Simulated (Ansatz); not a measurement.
## How well the gap of MoSeS (layered bulk) (P6_3mc) can be computed

Wanted: the gap of MoSeS (layered bulk) (P6_3mc) by functionals, hybrids and G0W0, carried to the basis limit, with what remains uncertain.

Method: density functionals, hybrids, G0W0, plane waves, PAW, in Ansatz 0.2.0.

Report form: the programs' logs are mostly left out.

The structure was built from a prototype and need not be the compound's stable phase.

In doubt: masses and optical values from hybrid runs of this build are listed as unsure (step 8), which bears on the screening that GW takes from such a start.

## (1) Starting point

It takes space group P6_3mc (No. 186, hexagonal). Conventional cell: a = 3.252 Å, b = 3.252 Å, c = 12.780 Å, α = 90.00°, β = 90.00°, γ = 120.00°. Mo has 3 Se at 2.48 Å and 3 S at 2.48 Å nearest. Nearest to S lie 3 Mo at 2.48 Å. Nearest to Se lie 3 Mo at 2.48 Å. It derives from Mo1S1Se1. Farther neighbours and most contacts between anions are not listed.

The start is a generated structure, not a measured one.

## (2) Relaxing the structure

A relaxation at this level of theory: leftover forces would pass straight into the levels.

This step: DFT, PBEsol-D3(BJ), plane waves, PAW; PAW set soft_1.

input.yaml

```yaml
crystal:
  lattice:
    - [3.2525, 0.0, 0.0]
    - [-1.62625, 2.8167476258, 0.0]
    - [0.0, 0.0, 12.7800000008]
  atoms:
    - { symbol: Mo, position: [0.3333333333, 0.6666666667, 0.25] }
    - { symbol: S, position: [0.6666666667, 0.3333333333, 0.3767605634] }
    - { symbol: Se, position: [0.6666666667, 0.3333333333, 0.1232394366] }
    - { symbol: Mo, position: [0.6666666667, 0.3333333333, 0.75] }
    - { symbol: S, position: [0.3333333333, 0.6666666667, 0.8767605634] }
    - { symbol: Se, position: [0.3333333333, 0.6666666667, 0.6232394366] }
kpoints:
  mp_grid: { grid: [9, 9, 2] }
hamiltonian:
  xc: pbesol
  dispersion: d3bj
  pseudopotentials: { kind: paw, azcp: { folder: soft_1 }, xc_functional: pbe }
scf:
  occupations: { method: fermi_dirac, width: 0.02 }
relax:
  f_tol: 0.01
  max_steps: 100
  cell: {}
```

Command:

```sh
ansatz run input.yaml --threads 2 --pin off --max-ram 92160MiB --backend cuda --events-out ev --progress --plain --runs-dir out --devices 1 --max-vram 13GiB
```

Wall time 17 s (1 × NVIDIA H100 80GB HBM3 (shared by 6 runs) with 2 threads of AMD EPYC 7R13 (Zen 3), shared host); peak memory 1 GiB; 15 s of CPU time.

The steps of the relaxation:

```csv
step,energy less that of the first step (eV),largest force component (eV/Å),pressure (GPa),volume (Å³)
1,0.0000,2.3719,-7.03,117.08
2,-0.3472,0.7689,3.43,101.77
3,-0.4677,0.1662,-1.00,104.54
4,-0.4731,0.0661,-0.01,104.78
5,-0.4739,0.0074,0.11,104.17
6,-0.4738,0.0368,-0.19,104.42
7,-0.4740,0.0005,0.00,104.32
8*,-0.4720,0.0005,0.00,104.32
```

Relaxation steps marked * repeat the geometry before them on a plane-wave basis chosen anew for their cell, so energy and pressure can jump there. Relaxation step 6 was tried and not accepted.

Forces are held to the 12 operations that the run works with; a distortion that breaks them can't arise in this run.

```csv
"conventional cell, symmetrised",before,after,change
a (Å),3.252,3.167,-2.6 %
b (Å),3.252,3.167,-2.6 %
c (Å),12.780,12.010,-6.0 %
volume (Å³/atom),19.51,17.39,-10.9 %
```

The atoms that moved most (Å, as changes of fractional coordinates times the final cell):

```csv
atom,dx,dy,dz,length
Se6,0.000,0.000,-0.125,0.125
Se3,0.000,0.000,-0.125,0.125
S2,0.000,0.000,0.065,0.065
S5,0.000,0.000,0.065,0.065
Mo1,0.000,0.000,0.060,0.060
Mo4,0.000,0.000,0.060,0.060
```

The relaxed structure:

```xyz
6
Lattice="3.1671 0.0000 0.0000 -1.5836 2.7428 0.0000 0.0000 0.0000 12.0096" Properties=species:S:1:pos:R:3 pbc="T T T"
Mo    0.0000    1.8285    3.0625
S     1.5836    0.9143    4.5900
Se    1.5836    0.9143    1.3547
Mo    1.5836    0.9143    9.0673
S     0.0000    1.8285   10.5948
Se    0.0000    1.8285    7.3595
```

## (3) PBEsol bands

The cheap functional maps the bands first; the places of the edges decide which points the dearer methods must see.

This step: DFT, PBEsol, plane waves, PAW; PAW set soft_1.

input.yaml

```yaml
crystal:
  lattice:
    - [3.1671178746, 0.0, 0.0]
    - [-1.5835589373, 2.7428045362, 0.0]
    - [0.0, 0.0, 12.0096143063]
  atoms:
    - { symbol: Mo, position: [0.3333333333, 0.6666666667, 0.2550024429] }
    - { symbol: S, position: [0.6666666667, 0.3333333333, 0.382195575] }
    - { symbol: Se, position: [0.6666666667, 0.3333333333, 0.1128019821] }
    - { symbol: Mo, position: [0.6666666667, 0.3333333333, 0.7550024429] }
    - { symbol: S, position: [0.3333333333, 0.6666666667, 0.882195575] }
    - { symbol: Se, position: [0.3333333333, 0.6666666667, 0.6128019821] }
kpoints:
  mp_grid: { grid: [12, 12, 2] }
  band_path:
    path:
      - [[0.0, 0.0, 0.0], [0.5, 0.0, 0.0], [0.33333333, 0.33333333, 0.0], [0.0, 0.0, 0.0], [0.0, 0.0, 0.5], [0.5, 0.0, 0.5], [0.33333333, 0.33333333, 0.5], [0.0, 0.0, 0.5]]
      - [[0.5, 0.0, 0.5], [0.5, 0.0, 0.0]]
      - [[0.33333333, 0.33333333, 0.5], [0.33333333, 0.33333333, 0.0]]
    npoints: 10
hamiltonian:
  xc: pbesol
  pseudopotentials: { kind: paw, azcp: { folder: soft_1 }, xc_functional: pbe }
scf:
  occupations: { method: fermi_dirac, width: 0.02 }
  n_extra_bands: 6
output:
  eigenvalues: true
  forces: true
  stress: true
  write_density: true
  write_potential: true
  elf: true
  volumetric_format: npy
```

Run time: 9 s. Hardware: 1 × NVIDIA H100 80GB HBM3 (shared by 6 runs) with 2 threads; peak memory 1 GiB.

Numbers from this step:

| Property | Result |
| --- | --- |
| pressure | 4.140 GPa |
| filled bands | 36 |
| gap | 0.5019 eV |
| valence top at | Γ |
| conduction bottom at | k = (0.167, 0.167, 0.000) |
| least direct gap | 1.695 eV |

The gap is indirect, with the least direct gap 1.19 eV higher. The pressure of 4 GPa says that this functional would expand the cell; it is kept.

Electronic bands along the path, in eV, zero at the top of the highest nominally filled band:

```csv
point,band 33,band 34,band 35,band 36,band 37,band 38,band 39,band 40
Γ,-1.81,-1.70,-0.63,0.00,2.19,2.19,2.20,2.20
halfway,-2.02,-1.85,-1.56,-1.43,0.96,1.51,1.81,1.95
M,-1.61,-1.58,-1.43,-1.16,1.57,1.65,1.75,2.24
halfway,-2.85,-2.32,-1.18,-0.86,1.35,1.56,1.87,2.14
K,-2.65,-2.65,-0.93,-0.62,1.07,1.07,1.21,2.67
halfway,-1.90,-1.80,-1.43,-1.36,0.50,1.48,1.62,1.72
Γ,-1.81,-1.70,-0.63,0.00,2.19,2.19,2.20,2.20
halfway,-1.82,-1.82,-0.43,-0.04,2.19,2.19,2.19,2.19
A,-1.85,-1.85,-0.18,-0.18,2.19,2.19,2.19,2.19
halfway,-2.07,-2.07,-1.51,-1.51,1.38,1.38,1.70,1.70
L,-1.50,-1.50,-1.37,-1.37,1.60,1.60,2.02,2.02
halfway,-2.73,-2.73,-1.01,-1.01,1.46,1.46,2.14,2.14
H,-3.01,-3.01,-0.81,-0.81,1.08,1.08,1.91,1.91
halfway,-1.93,-1.93,-1.42,-1.42,0.95,0.95,1.77,1.77
A,-1.85,-1.85,-0.18,-0.18,2.19,2.19,2.19,2.19
jump to L,-1.50,-1.50,-1.37,-1.37,1.60,1.60,2.02,2.02
halfway,-1.57,-1.52,-1.45,-1.22,1.58,1.63,1.84,2.18
M,-1.61,-1.58,-1.43,-1.16,1.57,1.65,1.75,2.24
jump to H,-3.01,-3.01,-0.81,-0.81,1.08,1.08,1.91,1.91
halfway,-2.78,-2.78,-0.90,-0.69,1.08,1.08,1.41,2.48
K,-2.65,-2.65,-0.93,-0.62,1.07,1.07,1.21,2.67
```

Electrostatic potential energy in the ac plane at fractional y = 0.333, with atoms of S and Se and Mo within 0.2 Å of it. With pseudopotentials it is smooth inside the atoms' cores, unlike the true potential.

Values in eV, 24 rows by 16 columns, each cell a mean:
```
 16  16  16  16  16  16  16  17  17  17  17  17  17  17  17  17
 14  12  11  11  11  13  14  16  16  17  17  17  17  17  16  15
 10   7   4   4   5   9  12  13  14  15  15  15  15  15  14  13
 10   9   8   8   9  10  10  10   8   5   3   3   4   7   9  11
  8  11  12  13  12   9   4  -7 -21 -30 -35 -35 -32 -25 -12   1
  3  10  13  13  11   6  -6 -26 -40 -41 -41 -41 -41 -41 -33 -12
  6  11  13  13  12   8  -1 -16 -32 -38 -41 -41 -39 -36 -22  -5
 10  11  11  11  11  10   9   6   0  -6 -10 -10  -7  -2   4   8
  8   5   3   2   4   7  10  12  12  12  12  12  12  13  12  11
  8   4   2   1   3   6  10  13  14  15  16  16  16  15  14  12
 13  11  10  10  11  12  14  15  16  16  17  17  17  16  15  14
 16  16  16  16  16  16  16  17  17  17  17  17  17  17  17  16
 16  17  17  17  17  17  16  15  13  12  11  10  11  13  14  16
 13  16  16  17  16  14  11   4  -8 -18 -22 -23 -20 -12   0   9
 10  14  15  15  15  12   5 -12 -29 -29 -21 -20 -26 -31 -18   1
 10  12  13  13  12  11   8  -2 -17 -26 -27 -27 -27 -21  -7   5
  8   6   4   4   5   7   9   9   7   4   2   1   3   6   9   9
  3  -2  -6  -7  -5   0   6   9  12  13  13  13  13  12  11   8
  6   2  -1  -1   1   4   8  10  11  11  11  11  11  11  11   9
 10  10  10  10  10  10   9   6   1  -2  -3  -3  -3  -1   4   8
  8  12  14  14  13  10   2  -6  -4   7  12  13  10  -1  -7  -1
  8  13  15  15  14  10   1  -7  -2  12  16  16  14   3  -7  -2
 13  15  16  16  15  14  11   5  -1  -3  -2  -2  -3  -2   3   9
 16  17  17  17  17  16  16  15  14  12  11  11  12  13  15  15
```
Columns run along a (3.2 Å; values clipped at the 3rd and 97th percentile), rows up along c (12.0 Å). Atoms in or near the plane, at fractional coordinates: S at (0.67, 0.38), Se at (0.67, 0.11), Mo at (0.67, 0.76).

Valence density in the ac plane at fractional y = 0.333, with atoms of S and Se and Mo within 0.2 Å of it. It is the smooth field of the valence electrons, not physical close to the nuclei.

Ten steps, logarithmic in the rise over the least value, from '0' (0 e/Å³) to '9' (34 e/Å³), each cell a mean:
```
0000000000000000
0111110000000000
1112111100000001
1111111111111111
1111111234555432
1100112456666543
1111112345665532
1111111122332211
1122111111000111
1112111100000001
0111100000000000
0000000000000000
0000000011111100
0000001222332221
1000012232112222
1100112222222322
1111111122222211
1222221111111111
1122211111111111
1111111222332221
1100112247997532
1000012247998532
0000001123443221
0000000001111000
```
Columns run along a (3.2 Å), rows up along c (12.0 Å). Atoms in or near the plane, at fractional coordinates: S at (0.67, 0.38), Se at (0.67, 0.11), Mo at (0.67, 0.76).

## (4) PBEsol+SOC

Spin-orbit coupling can split or shift the edges; a non-collinear run measures by how much.

This step: DFT, PBEsol with spin-orbit coupling, plane waves, PAW; PAW set soft_1.

input.yaml

```yaml
crystal:
  lattice:
    - [3.1671178746, 0.0, 0.0]
    - [-1.5835589373, 2.7428045362, 0.0]
    - [0.0, 0.0, 12.0096143063]
  atoms:
    - { symbol: Mo, position: [0.3333333333, 0.6666666667, 0.2550024429] }
    - { symbol: S, position: [0.6666666667, 0.3333333333, 0.382195575] }
    - { symbol: Se, position: [0.6666666667, 0.3333333333, 0.1128019821] }
    - { symbol: Mo, position: [0.6666666667, 0.3333333333, 0.7550024429] }
    - { symbol: S, position: [0.3333333333, 0.6666666667, 0.882195575] }
    - { symbol: Se, position: [0.3333333333, 0.6666666667, 0.6128019821] }
kpoints:
  mp_grid: { grid: [12, 12, 2] }
  band_path:
    path:
      - [0.0, 0.0, 0.0]
      - [0.5, 0.0, 0.0]
      - [0.33333333, 0.33333333, 0.0]
      - [0.0, 0.0, 0.5]
      - [0.5, 0.0, 0.5]
      - [0.33333333, 0.33333333, 0.5]
      - [0.1666666667, 0.1666666667, 0.0]
    npoints: 1
hamiltonian:
  xc: pbesol
  pseudopotentials: { kind: paw_fr, azcp: { folder: soft_1 }, xc_functional: pbe }
scf:
  occupations: { method: fermi_dirac, width: 0.02 }
  n_extra_bands: 12
magnetization:
  noncollinear: true
  spin_orbit: true
output:
  eigenvalues: true
  forces: true
  stress: true
```

Elapsed: 22 s, on 1 × NVIDIA H100 80GB HBM3 (shared by 6 runs) with 2 threads; peak memory 1 GiB; 22 s of CPU time.

This step gave:

```
pressure             : 4.155 GPa
gap                  : 0.4930 eV
valence top at       : Γ
conduction bottom at : k = (0.167, 0.167, 0.000)
least direct gap     : 1.656 eV
```

The gap stands −0.01 eV against PBEsol.

## (5) HSE06

HSE06 mixes in a quarter of exact exchange at short range. Exchange couples all pairs of k points, which makes a full band path dear, so levels are read on the mesh and at chosen points.

This step: DFT, HSE06, plane waves, PAW; PAW set soft_1.

Edit input.yaml of step 4 so:

```diff
@@ -13,3 +13,3 @@
 kpoints:
-  mp_grid: { grid: [12, 12, 2] }
+  mp_grid: { grid: [6, 6, 2] }
   band_path:
@@ -25,13 +25,8 @@
 hamiltonian:
-  xc: pbesol
-  pseudopotentials: { kind: paw_fr, azcp: { folder: soft_1 }, xc_functional: pbe }
+  xc: hse06
+  pseudopotentials: { kind: paw, azcp: { folder: soft_1 } }
 scf:
-  occupations: { method: fermi_dirac, width: 0.02 }
-  n_extra_bands: 12
-magnetization:
-  noncollinear: true
-  spin_orbit: true
+  occupations: { method: fixed }
+  n_extra_bands: 6
 output:
   eigenvalues: true
-  forces: true
-  stress: true
```

Wall time 37 s (1 × NVIDIA H100 80GB HBM3 (shared by 6 runs) with 2 threads); peak memory 1.4 GiB; 43 s of CPU time.

Numbers from this step:

```yaml
gap: 1.019 eV
valence_top_at: Γ
conduction_bottom_at: k = (0.167, 0.167, 0.000)
least_direct_gap: 2.174 eV
```

The gap stands +0.52 eV against PBEsol.

## (6) G0W0, 9×9×2 mesh, 110 empty bands, screening to 60 eV, PAW set soft_1 files

G0W0 replaces the xc potential by the self-energy, built once from these orbitals. Only a window of levels is corrected, while the sums run over the empty bands that the input names. This step takes PAW set soft_1 files.

This step: G0W0 on PBEsol, plane waves, PAW; PAW set soft_1.

input.yaml

```yaml
crystal:
  lattice:
    - [3.1671178746, 0.0, 0.0]
    - [-1.5835589373, 2.7428045362, 0.0]
    - [0.0, 0.0, 12.0096143063]
  atoms:
    - { symbol: Mo, position: [0.3333333333, 0.6666666667, 0.2550024429] }
    - { symbol: S, position: [0.6666666667, 0.3333333333, 0.382195575] }
    - { symbol: Se, position: [0.6666666667, 0.3333333333, 0.1128019821] }
    - { symbol: Mo, position: [0.6666666667, 0.3333333333, 0.7550024429] }
    - { symbol: S, position: [0.3333333333, 0.6666666667, 0.882195575] }
    - { symbol: Se, position: [0.3333333333, 0.6666666667, 0.6128019821] }
kpoints:
  mp_grid: { grid: [9, 9, 2] }
hamiltonian:
  xc: pbesol
  pseudopotentials: { kind: paw, azcp: { folder: soft_1 }, xc_functional: pbe }
scf:
  occupations: { method: fixed }
gw:
  n_empty_bands: 110
  ecut_chi: 60
  qp_bands: [v2, c2]
  qp_kpoints: band_edges
  screening: { model: contour_deformation }
```

Wall time 46 s (1 × NVIDIA H100 80GB HBM3 (shared by 6 runs) with 2 threads); peak memory 1.3 GiB; 66 s of CPU time.

This step gave:

```
bands summed                                 : 146
RPA ε∞ on this mesh (eigenvalues)            : 9.908, 16.95, 16.95
plane waves in the screening matrix          : 99
G0W0 gap on the mesh                         : 0.8439 eV
k of the valence top                         : 0, 0, 0
k of the conduction bottom                   : 0.1111, 0.2222, 0
starting gap on the mesh                     : 0.5990 eV
least direct G0W0 gap on the computed points : 2.075 eV
```

The gap on the mesh goes from 0.60 eV to 0.84 eV, a correction of +0.24 eV. Between the two edge states, bare exchange in place of the xc potential would open the gap by 4.43 eV, and correlation takes back 4.18 eV. The start differs from the 0.50 eV found before because this mesh misses an edge.

## (7) G0W0, 9×9×2 mesh, 435 empty bands, screening to 150 eV, PAW set soft_1 files

Bands and screening cutoff are moved together, since each hides the error of the other.

Edit input.yaml of step 6 so:

```diff
@@ -20,4 +20,4 @@
 gw:
-  n_empty_bands: 110
-  ecut_chi: 60
+  n_empty_bands: 435
+  ecut_chi: 150.0
   qp_bands: [v2, c2]
```

It took 1.8 min on 1 × NVIDIA H100 80GB HBM3 (shared by 6 runs) with 2 threads; peak memory 2.4 GiB; 2.8 min of CPU time.

This step gave:

| Quantity | Value |
| --- | --- |
| bands summed | 471 |
| RPA ε∞ on this mesh (eigenvalues) | 9.798, 16.33, 16.33 |
| plane waves in the screening matrix | 461 |
| q-points in the mesh | 162 |
| G0W0 gap on the mesh | 0.9382 eV |
| k of the valence top | 0, 0, 0 |
| k of the conduction bottom | 0.1111, 0.2222, 0 |
| starting gap on the mesh | 0.5990 eV |
| Z at the valence top | 0.7463 |
| Z at the conduction bottom | 0.7557 |
| least direct G0W0 gap on the computed points | 2.063 eV |

Against the run with 9×9×2 mesh, 110 empty bands, screening to 60 eV, PAW set soft_1 files, the gap moves by +0.09 eV.

Limits: finite bands, cutoff and mesh; no spin-orbit coupling. v1 is the top filled band, c1 the lowest empty one. The levels before and after the correction (eV, zero at the valence-band top of each column):

```csv
,conduction bottom,valence top
Kohn-Sham,0.60,0.00
G0W0,0.94,0.00
```

```csv
,level,occupation,energy (eV)
Kohn-Sham,Γ v2,2,-0.630
Kohn-Sham,Γ v1,2,0.000
Kohn-Sham,Γ c1-c2,0,2.194
Kohn-Sham,(0.111 0.222 0) v2,2,-1.476
Kohn-Sham,(0.111 0.222 0) v1,2,-1.406
Kohn-Sham,(0.111 0.222 0) c1,0,0.599
Kohn-Sham,(0.111 0.222 0) c2,0,1.553
G0W0,Γ v2,2,-0.960
G0W0,Γ v1,2,0.000
G0W0,Γ c1-c2,0,2.517
G0W0,(0.111 0.222 0) v2,2,-1.507
G0W0,(0.111 0.222 0) v1,2,-1.518
G0W0,(0.111 0.222 0) c1,0,0.938
G0W0,(0.111 0.222 0) c2,0,1.954
```

The parts of the quasiparticle energy at the two band edges (eV; QP = start + Σx + Σc − Vxc):

```csv
run,edge,start,Σx,Σc,Vxc,Z,QP
146 bands,valence top,13.17,-19.67,0.83,-19.36,0.76,13.69
146 bands,conduction bottom,13.77,-13.84,-3.35,-17.96,0.76,14.54
471 bands,valence top,13.17,-19.67,0.28,-19.36,0.75,13.14
471 bands,conduction bottom,13.77,-13.84,-3.81,-17.96,0.76,14.08
```

## (8) G0W0@HSE06, 9×9×2 mesh, 202 empty bands, screening to 90 eV, PAW set soft_1 files

The same correction from a different start measures what one shot leaves open. Bands and cutoff are not those of the step before, so part of the change comes from them.

This step: G0W0 on HSE06, plane waves, PAW; PAW set soft_1.

Edit input.yaml of step 7 so:

```diff
@@ -15,4 +15,4 @@
 hamiltonian:
-  xc: pbesol
-  pseudopotentials: { kind: paw, azcp: { folder: soft_1 }, xc_functional: pbe }
+  xc: hse06
+  pseudopotentials: { kind: paw, azcp: { folder: soft_1 } }
 scf:
@@ -20,4 +20,4 @@
 gw:
-  n_empty_bands: 435
-  ecut_chi: 150.0
+  n_empty_bands: 202
+  ecut_chi: 90
   qp_bands: [v2, c2]
```

Wall time 99 s (1 × NVIDIA H100 80GB HBM3 (shared by 6 runs) with 2 threads); peak memory 2.4 GiB; 2.1 min of CPU time.

Numbers from this step:

```yaml
bands_summed: 238
rpa_eps_infinity_on_this_mesh_eigenvalues: 7.446, 12.98, 12.98
plane_waves_in_the_screening_matrix: 229
g0w0_gap_on_the_mesh: 1.068 eV
k_of_the_valence_top: 0, 0, 0
k_of_the_conduction_bottom: 0.1111, 0.2222, 0
starting_gap_on_the_mesh: 1.123 eV
least_direct_g0w0_gap_on_the_computed_points: 2.208 eV
```

Against the run with 9×9×2 mesh, 435 empty bands, screening to 150 eV, PAW set soft_1 files on PBEsol, the gap moves by +0.13 eV, while the start moved by +0.52 eV.

## (9) The ladder

Times are wall times on 1 × NVIDIA H100 80GB HBM3 (shared by 6 runs) with 2 threads of AMD EPYC 7R13 (Zen 3), shared host, good to a factor of about two. G0W0 rows are gaps on the mesh, lowered by the amount that the mesh misses the start's edges, a rough step that assumes the same correction there.

```csv
level,gap (eV),least direct gap (eV),time
PBEsol,0.50,1.70,9 s
PBEsol+SOC,0.49,1.66,22 s
HSE06,1.02,2.17,37 s
G0W0@PBEsol (110 empty bands),0.75,-,46 s
G0W0@PBEsol (435 empty bands),0.84,-,1.8 min
G0W0@HSE06 (202 empty bands),0.96,-,99 s
```

## (10) Adding up the best estimate

```csv
term,eV,running total (eV)
"G0W0 on the mesh, top rung",0.938,0.938
"to the limit, by a line in one over the bands through the two top rungs",+0.042,0.981
band edges off the mesh,−0.097,0.883
"spin-orbit change, from PBEsol",−0.009,0.875
```

## (11) Results

| Property | Result |
| --- | --- |
| PBEsol gap | 0.50 eV, indirect |
| HSE06 | 1.02 eV |
| G0W0, top rung on the mesh | 0.94 eV |
| best estimate, G0W0@PBEsol with spin-orbit change | 0.87 eV |
| GW settings of the top rung | 9×9×2 mesh, 435 empty bands, screening to 150 eV, PAW set soft_1 files |
| known limits | one-shot GW, static lattice; one k mesh, untested |

The best estimate for G0W0@PBEsol is 0.87 eV, indirect by PBEsol+SOC, against 0.49 eV at the start (both with spin-orbit coupling). The limit rests on the two highest rungs, unchecked by another pair. The term for edges off the mesh assumes that the correction there equals that on the mesh, which is rough. Among the functionals HSE06 comes nearest: +0.14 eV from the estimate without its spin-orbit term (0.88 eV). All runs took 5.6 min, 75 % of it in G0W0.

[Paths, hosts, dates, memory and timing lines, banners, echoed tables and standing remarks are left out of the program output.]

[Logs are printed without paths, hosts, clocks, repeated set-up lines and the standing remarks that a program may print on its own settings, such as how far it seeks lower states.]

[Runs of the session that timed out or met a known fault of the program may be left out.]

[Cells called generated may have been cut or substituted from an entry of the Crystallography Open Database or the Materials Project.]

[Hosts, paths, dates, database ids (printed as entryN), source tags and the programs' standing remarks are cut or masked in the printed files.]
